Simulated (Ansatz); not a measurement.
# Phonons of InP (F-43m) against volume

Wanted: Grüneisen parameters and pressure coefficients of the modes of InP (F-43m).

Method: DFT LDA, scalar-relativistic, plane waves, PAW; PAW set soft_1, in Ansatz 0.2.0.

This is a report of a sequence of runs, with most program output left out.

The database entry behind the starting cell differs from later determinations by our own check (0.1 to 0.3 % short, probably kX units), so it need not match the best structure at ambient conditions.

In doubt: the program warns that the response may not be converged on this k-mesh (steps 4, 6), which bears on the force constants and all frequencies.

## Step 1: The structure

Symmetry: F-43m, No. 216, cubic system. The conventional cell has a = 5.861 Å, b = 5.861 Å, c = 5.861 Å, α = 90.00°, β = 90.00°, γ = 90.00°. Nearest to P lie 4 In at 2.54 Å. Nearest to In lie 4 P at 2.54 Å. Farther neighbours are not listed.

Coordinates:

```cif
data_structure
_symmetry_space_group_name_H-M 'F-43m'
_symmetry_Int_Tables_number 216
_cell_length_a 5.8610
_cell_length_b 5.8610
_cell_length_c 5.8610
_cell_angle_alpha 90.000
_cell_angle_beta 90.000
_cell_angle_gamma 90.000
_cell_volume 201.33
loop_
_atom_site_label
_atom_site_type_symbol
_atom_site_symmetry_multiplicity
_atom_site_Wyckoff_symbol
_atom_site_fract_x
_atom_site_fract_y
_atom_site_fract_z
_atom_site_occupancy
P1 P 4 c 0.25000 0.25000 0.25000 1
In1 In 4 a 0.00000 0.00000 0.00000 1
```

## Step 2: Relaxation

Harmonic phonons are second derivatives at a point where the forces vanish, and they are wanted at zero stress, so atoms and cell are relaxed first.

File input.yaml:

```yaml
crystal:
  lattice:
    - [0.0, 2.9305, 2.9305]
    - [2.9305, 0.0, 2.9305]
    - [2.9305, 2.9305, 0.0]
  atoms:
    - { symbol: P, position: [0.75, 0.75, 0.75] }
    - { symbol: In, position: [0.0, 0.0, 0.0] }
kpoints:
  mp_grid: { grid: [10, 10, 10] }
hamiltonian:
  xc: lda
  pseudopotentials: { kind: paw, azcp: { folder: soft_1 }, xc_functional: pbe }
scf:
  occupations: { method: gaussian, width: 0.02 }
output:
  forces: true
  stress: true
  eigenvalues: true
relax:
  adjacent_minimum: "off"
  f_tol: 0.005
  max_steps: 80
  cell: { stress_tol: 0.05 }
```

Run with:

```bash
$ ansatz run input.yaml --threads 4 --pin off --max-ram 10240MiB --backend cpu --events-out ev --progress --plain --runs-dir out
```

Wall time 5.6 s (4 threads of Intel Xeon at 2.70GHz, shared host); peak memory 0.38 GiB; 19 s of CPU time.

Relaxation path:

| step | energy less that of the first step (eV) | largest force component (eV/Å) | pressure (GPa) | volume (Å³) |
| --- | --- | --- | --- | --- |
| 1 | 0.0000 | 0.0000 | -1.20 | 50.33 |
| 2 | -0.0034 | 0.0000 | 0.19 | 49.32 |
| 3 | -0.0034 | 0.0000 | -0.01 | 49.46 |
| 4* | -0.0033 | 0.0000 | -0.01 | 49.46 |

Relaxation steps marked * repeat the geometry before them on a plane-wave basis chosen anew for their cell, so energy and pressure can jump there.

The run keeps the 24 symmetry operations that it works with, so distortions that break them were not tested.

```
conventional cell, symmetrised  before  after  change
                         a (Å)   5.861  5.827  -0.6 %
                         b (Å)   5.861  5.827  -0.6 %
                         c (Å)   5.861  5.827  -0.6 %
              volume (Å³/atom)   25.17  24.73  -1.7 %
```

The relaxed structure:

```xyz
2
Lattice="0.0000 2.9135 2.9135 2.9135 0.0000 2.9135 2.9135 2.9135 0.0000" Properties=species:S:1:pos:R:3 pbc="T T T"
P     4.3702    4.3702    4.3702
In    0.0000    0.0000    0.0000
```

This step gave:

- pressure: -0.007780 GPa
- gap on the k-mesh: 0.5747 eV
- volume per atom: 24.73 Å³

In this step the volume went from 25.17 to 24.73 Å³/atom.

## Step 3: Tight relaxation

A first tight relaxation and response on 12×12×12 k points, not shown, drew a warning on the mesh, so the tight relaxation is repeated on 20×20×20 points.

input.yaml, the sections that differ from step 2:

```yaml
crystal:
  lattice:
    - [0.0, 2.9134905987, 2.9134905987]
    - [2.9134905987, 0.0, 2.9134905987]
    - [2.9134905987, 2.9134905987, 0.0]
  atoms:
    - { symbol: P, position: [0.75, 0.75, 0.75] }
    - { symbol: In, position: [0.0, 0.0, 0.0] }
kpoints:
  mp_grid: { grid: [20, 20, 20] }
scf:
  occupations: { method: fixed }
relax:
  adjacent_minimum: "off"
  f_tol: 0.001
  max_steps: 60
  cell: { stress_tol: 0.01 }
# hamiltonian, output: as in step 2
```

The job ended after 11 s (4 threads; peak memory 0.54 GiB).

Little changed from the start: no atom moved by 0.005 Å and no cell edge by 0.1 %.

Numbers from this step:

| Item | Value |
| --- | --- |
| pressure | -2.88e-4 GPa |
| gap on the k-mesh | 0.5750 eV |

The forces vanish by symmetry and the pressure is 0.000 GPa, within the tolerances set. The cell now holds 24.73 Å³/atom.

## Step 4: Zone-centre response at rest

The modes at rest are the reference of the series, and the response to a field gives the dielectric tensor and the Born charges.

input.yaml: that of step 3 with these lines changed.

```diff
@@ -16,9 +16,7 @@
 output:
-  forces: true
-  stress: true
   eigenvalues: true
-relax:
-  adjacent_minimum: "off"
-  f_tol: 0.001
-  max_steps: 60
-  cell: { stress_tol: 0.01 }
+phonons:
+  method: dfpt
+  dielectric: true
+  rigid_motions: translations
+  raman: true
```

Elapsed: 10 min, on 4 threads; peak memory 4 GiB; 35 min of CPU time.

This step gave:

| Item | Value |
| --- | --- |
| sum-rule residual before enforcement | 1.13e-4 eV/Å² |
| miss of the charge sum rule | 9.35e-4 e |
| estimated error of the dielectric tensor | 0.03503 |
| estimated error of the Born charges | 0.01438 e |
| point group | -43m |
| highest optical mode at the zone centre (no LO-TO term) | 303.6 cm⁻¹ |
| lowest optical zone-centre mode | 303.6 cm⁻¹ |
| mean high-frequency dielectric constant | 11.64 |
| largest Born charge (third of the trace) | -2.464 e |
| mean static dielectric constant | 14.33 |
| top of the zone-centre spectrum with the field | 336.8 cm⁻¹ |

Without the LO-TO term. Patterns of degenerate modes are one choice out of their space. Modes at Γ, with each element's share of the kinetic energy:

| mode | frequency (cm⁻¹) | symmetry | P % | In % |
| --- | --- | --- | --- | --- |
| 1 | 0.0 | acoustic | 21 | 79 |
| 2 | 0.0 | acoustic | 21 | 79 |
| 3 | 0.0 | acoustic | 21 | 79 |
| 4 | 303.6 | T2 | 79 | 21 |
| 5 | 303.6 | T2 | 79 | 21 |
| 6 | 303.6 | T2 | 79 | 21 |

Displacements in mode 6 (303.6 cm⁻¹), the largest set to 1:
```
P1   0.00  1.00  0.00
In2  0.00 -0.27  0.00
```

Optical modes at the zone centre, without and with the macroscopic field of the longitudinal modes; each column is sorted by frequency, so a row need not hold one and the same mode. Modes with and without the field, by row:

```
rank among optical modes  no field (cm⁻¹)  q along (1, 0, 0) (cm⁻¹)
                       1            303.6                     303.6
                       2            303.6                     303.6
                       3            303.6                     336.8
```

Born charge (rows field, columns displacement) (e), principal values of the symmetric part by kind of site:

```csv
atom,atoms with these values,low,middle,high,mean
P1,1,-2.46,-2.46,-2.46,-2.46
In2,1,2.46,2.46,2.46,2.46
```

In full for In2:

```
2.46 0.00 0.00
0.00 2.46 0.00
0.00 0.00 2.46
```

High-frequency dielectric tensor:

```
11.64  0.00  0.00
 0.00 11.64  0.00
 0.00  0.00 11.64
```

Static dielectric tensor (ions relaxed, fixed cell):

```
14.33  0.00  0.00
 0.00 14.33  0.00
 0.00  0.00 14.33
```

Transverse modes. Infrared lines, with heights relative to the strongest:

```
position (cm⁻¹)  label  relative intensity
            304     T2                 100
```

Activity x (w_L - w)^4 (n + 1)/w, 532 nm, 300 K; the tensors are static ones, while 532 nm light lies above the computed direct gap, where resonance would change the heights; modes without the macroscopic field alone. Raman lines, with heights relative to the strongest:

```
position (cm⁻¹)  label  relative intensity
            304     T2                 100
```

Before it was imposed, the acoustic sum rule was missed by 1.1e-4 eV/Å² and the charge sum rule by 9.4e-4 e. Small misses are needed for a sound result but don't prove that mesh and cutoff are converged. The lowest optical mode is real, 304 cm⁻¹.

The log warns of the k mesh: “the force constants stand on the 20×20×20 k-mesh, whose period is 11.28 times the interband length at k = (0.0000, 0.0000, 0.0000), direct gap 0.575 eV, under 14: take them and everything formed from them as unconverged”. So the frequencies of this run count as unconverged too.

## Step 5: Ground state of a member: 1.06 times the volume at rest

The cell is set to 1.06 times the volume at rest; symmetry leaves nothing else free, so this is a single point.

input.yaml, the sections that differ from step 4:

```yaml
crystal:
  lattice:
    - [0.0, 2.9706323724, 2.9706323724]
    - [2.9706323724, 0.0, 2.9706323724]
    - [2.9706323724, 2.9706323724, 0.0]
  atoms:
    - { symbol: P, position: [0.75, 0.75, 0.75] }
    - { symbol: In, position: [0.0, 0.0, 0.0] }
scf:
  occupations: { method: gaussian, width: 0.02 }
output:
  forces: true
  stress: true
  eigenvalues: true
# kpoints, hamiltonian: as in step 4
# phonons: removed
```

Wall time 4.4 s (4 threads); peak memory 0.52 GiB.

Numbers from this step:

```
pressure          : -3.616 GPa
gap on the k-mesh : 0.2587 eV
volume per atom   : 26.21 Å³
```

The forces vanish by symmetry, at a pressure of -3.62 GPa.

## Step 6: Zone-centre modes of the member: 1.06 times the volume at rest

The zone-centre modes follow for 1.06 times the volume at rest, with the response to a field.

input.yaml: that of step 5 with these lines changed.

```diff
@@ -14,6 +14,8 @@
 scf:
-  occupations: { method: gaussian, width: 0.02 }
+  occupations: { method: fixed }
 output:
-  forces: true
-  stress: true
   eigenvalues: true
+phonons:
+  method: dfpt
+  dielectric: true
+  rigid_motions: translations
```

Run time: 2.4 min. Hardware: 4 threads; peak memory 2.9 GiB; 8.6 min of CPU time.

This step gave:

```
sum-rule residual before enforcement                    : 5.54e-5 eV/Å²
miss of the charge sum rule                             : 6.25e-4 e
estimated error of the dielectric tensor                : 0.03986
estimated error of the Born charges                     : 0.01418 e
highest optical mode at the zone centre (no LO-TO term) : 281.0 cm⁻¹
lowest optical zone-centre mode                         : 281.0 cm⁻¹
mean high-frequency dielectric constant                 : 13.25
largest Born charge (third of the trace)                : -2.556 e
mean static dielectric constant                         : 16.43
top of the zone-centre spectrum with the field          : 312.9 cm⁻¹
```

Without the LO-TO term. Patterns of degenerate modes are one choice out of their space. The modes at Γ (shares of kinetic energy by element, %):

| mode | frequency (cm⁻¹) | symmetry | P % | In % |
| --- | --- | --- | --- | --- |
| 1 | 0.0 | acoustic | 21 | 79 |
| 2 | 0.0 | acoustic | 21 | 79 |
| 3 | 0.0 | acoustic | 21 | 79 |
| 4 | 281.0 | T2 | 79 | 21 |
| 5 | 281.0 | T2 | 79 | 21 |
| 6 | 281.0 | T2 | 79 | 21 |

Transverse modes. Infrared lines, with heights relative to the strongest:

```
position (cm⁻¹)  label  relative intensity
            281     T2                 100
```

The optical mode without the LO-TO term lies at 281.0 cm⁻¹.

The log warns of the k mesh: “the force constants stand on the 20×20×20 k-mesh, whose period is 9.37 times the interband length at k = (0.0000, 0.0000, 0.0000), direct gap 0.259 eV, under 14: take them and everything formed from them as unconverged”. So the frequencies of this run count as unconverged too.

## Step 7: Ground state of a member: 0.9 times the volume at rest

The cell is set to 0.9 times the volume at rest; symmetry leaves nothing else free, so this is a single point.

input.yaml, the sections that differ from step 6:

```yaml
crystal:
  lattice:
    - [0.0, 2.8129442452, 2.8129442452]
    - [2.8129442452, 0.0, 2.8129442452]
    - [2.8129442452, 2.8129442452, 0.0]
  atoms:
    - { symbol: P, position: [0.75, 0.75, 0.75] }
    - { symbol: In, position: [0.0, 0.0, 0.0] }
scf:
  occupations: { method: gaussian, width: 0.02 }
output:
  forces: true
  stress: true
  eigenvalues: true
# kpoints, hamiltonian: as in step 6
# phonons: removed
```

Wall time 4.2 s (4 threads); peak memory 0.49 GiB.

Numbers from this step:

```yaml
pressure: 9.543 GPa
gap_on_the_k_mesh: 1.136 eV
volume_per_atom: 22.26 Å³
```

The forces vanish by symmetry, at a pressure of 9.54 GPa.

## Step 8: Modes of this member: 0.9 times the volume at rest

The zone-centre modes follow for 0.9 times the volume at rest, with the response to a field.

input.yaml: that of step 7 with these lines changed.

```diff
@@ -14,6 +14,8 @@
 scf:
-  occupations: { method: gaussian, width: 0.02 }
+  occupations: { method: fixed }
 output:
-  forces: true
-  stress: true
   eigenvalues: true
+phonons:
+  method: dfpt
+  dielectric: true
+  rigid_motions: translations
```

Elapsed: 2.3 min, on 4 threads; peak memory 2.5 GiB.

This step gave:

* sum-rule residual before enforcement: 1.60e-4 eV/Å²
* miss of the charge sum rule: 3.19e-4 e
* estimated error of the dielectric tensor: 0.03074
* estimated error of the Born charges: 0.01398 e
* highest optical mode at the zone centre (no LO-TO term): 347.9 cm⁻¹
* lowest optical zone-centre mode: 347.9 cm⁻¹
* mean high-frequency dielectric constant: 10.36
* largest Born charge (third of the trace): -2.308 e
* mean static dielectric constant: 12.36
* top of the zone-centre spectrum with the field: 379.9 cm⁻¹

Without the LO-TO term. Patterns of degenerate modes are one choice out of their space. Modes at Γ, with each element's share of the kinetic energy:

| mode | frequency (cm⁻¹) | symmetry | P % | In % |
| --- | --- | --- | --- | --- |
| 1 | 0.0 | acoustic | 21 | 79 |
| 2 | 0.0 | acoustic | 21 | 79 |
| 3 | 0.0 | acoustic | 21 | 79 |
| 4 | 347.9 | T2 | 79 | 21 |
| 5 | 347.9 | T2 | 79 | 21 |
| 6 | 347.9 | T2 | 79 | 21 |

Transverse modes. Infrared lines, with heights relative to the strongest:

```
position (cm⁻¹)  label  relative intensity
            348     T2                 100
```

The optical mode without the LO-TO term lies at 347.9 cm⁻¹.

Between step 4 and this run (volume ratio 0.9) the value for the highest optical mode at the zone centre (no LO-TO term) moves from 304 cm⁻¹ to 348 cm⁻¹ (+15 %).

## Step 9: All members side by side

The members are set side by side, also those not shown above.

Each row is one cell with its response, relaxed at fixed volume as far as symmetry leaves anything free; energies are extrapolated to zero smearing, and E0 is that at rest; shape and atoms are relaxed in each cell where symmetry leaves them free. State of the crystal along the series:

```
volume ratio  V (Å³/atom)  pressure (GPa)  E - E0 (meV/atom)  gap on mesh (eV)     ε∞     ε0  largest Born charge in size, a third of the trace (e)  top mode with the field, highest of q along x, y and z (cm⁻¹)
         0.9        22.26           9.543              66.79             1.136  10.36  12.36                                                  2.308                                                          379.9
        0.92        22.75           7.184              41.04             1.022  10.55  12.67                                                   2.34                                                          370.8
        0.94        23.25           5.075              22.18            0.9078  10.76  13.01                                                  2.372                                                          361.9
        0.96        23.74            3.19              9.478            0.7953  11.01   13.4                                                  2.403                                                          353.3
        0.98        24.24           1.505              2.279            0.6843   11.3  13.84                                                  2.433                                                            345
        0.99        24.48          0.7312              0.559            0.6294  11.46  14.07                                                  2.449                                                          340.9
           1        24.73        -2.88e-4                  0             0.575  11.64  14.33                                                  2.464                                                          336.8
        1.02        25.23          -1.345              2.116            0.4676  12.06   14.9                                                  2.495                                                          328.8
        1.04        25.72          -2.545              8.156            0.3622  12.57  15.58                                                  2.525                                                          320.9
        1.06        26.21          -3.616               17.7            0.2587  13.25  16.43                                                  2.556                                                          312.9
```

Without the LO-TO term; each mode is tracked from rest by its pattern, and modes that stay within 0.3 cm⁻¹ of each other stand once; shape and atoms are relaxed in each cell where symmetry leaves them free. Optical modes along the series:

```csv
V (Å³/atom),mode 4 T2 (cm⁻¹)
22.26,347.9
22.75,338.3
23.25,329.1
23.74,320.2
24.24,311.8
24.48,307.6
24.73,303.6
25.23,295.8
25.72,288.2
26.21,281
```

From cubic fits (parabolas where under five rows exist) of ln ω and P against ln V through the rows within about 4 % of rest: γ = −d ln ω / d ln V and dω/dP = γ ω / B. Slopes at rest:

```csv
mode,fitted frequency at rest (cm⁻¹),Grüneisen parameter γ,dω/dP (cm⁻¹/GPa)
mode 4 T2,303.6,1.31,5.62
longitudinal mode,336.8,1.2,5.67
```

## Step 10: Summary of results

| Quantity | Value |
| --- | --- |
| members | 10 |
| highest optical mode at the zone centre (no LO-TO term), at rest | 303.6 cm⁻¹ |
| bulk modulus at rest | 71.1 GPa |
| mode 4 T2, γ | 1.31 |
| longitudinal mode, γ | 1.20 |

**Reading.** The series spans -3.6 to 9.5 GPa, and the slope at rest gives a bulk modulus of 71 GPa. The transverse optical mode has γ = 1.31 and moves by 5.6 cm⁻¹ for each GPa, the longitudinal one has γ = 1.20 and moves by 5.7. ε∞ is 11.64 at rest, with d ln ε∞ / d ln V = 1.61. One k mesh and one cutoff serve the ground states and modes of all volumes; the field response picks its own mesh. With the field response the log warns that the k mesh is coarse for the force constants too, so the frequencies are to be taken as unconverged. These are harmonic frequencies at zero temperature: anharmonic shifts, linewidths and thermal expansion are left out. The PAW files were made for PBE; the program adapts parts of them to the functional of the run, but their partial waves stay those of PBE, an approximation that was not tested in this session. Only the zone centre was solved, so an instability at another wavevector cannot show here.

[Logs are printed without paths, hosts, clocks, repeated set-up lines and the standing remarks that a program may print on its own settings, such as how far it seeks lower states.]

[Hosts, paths, dates, database ids (printed as entryN), source tags and the programs' standing remarks are cut or masked in the printed files.]
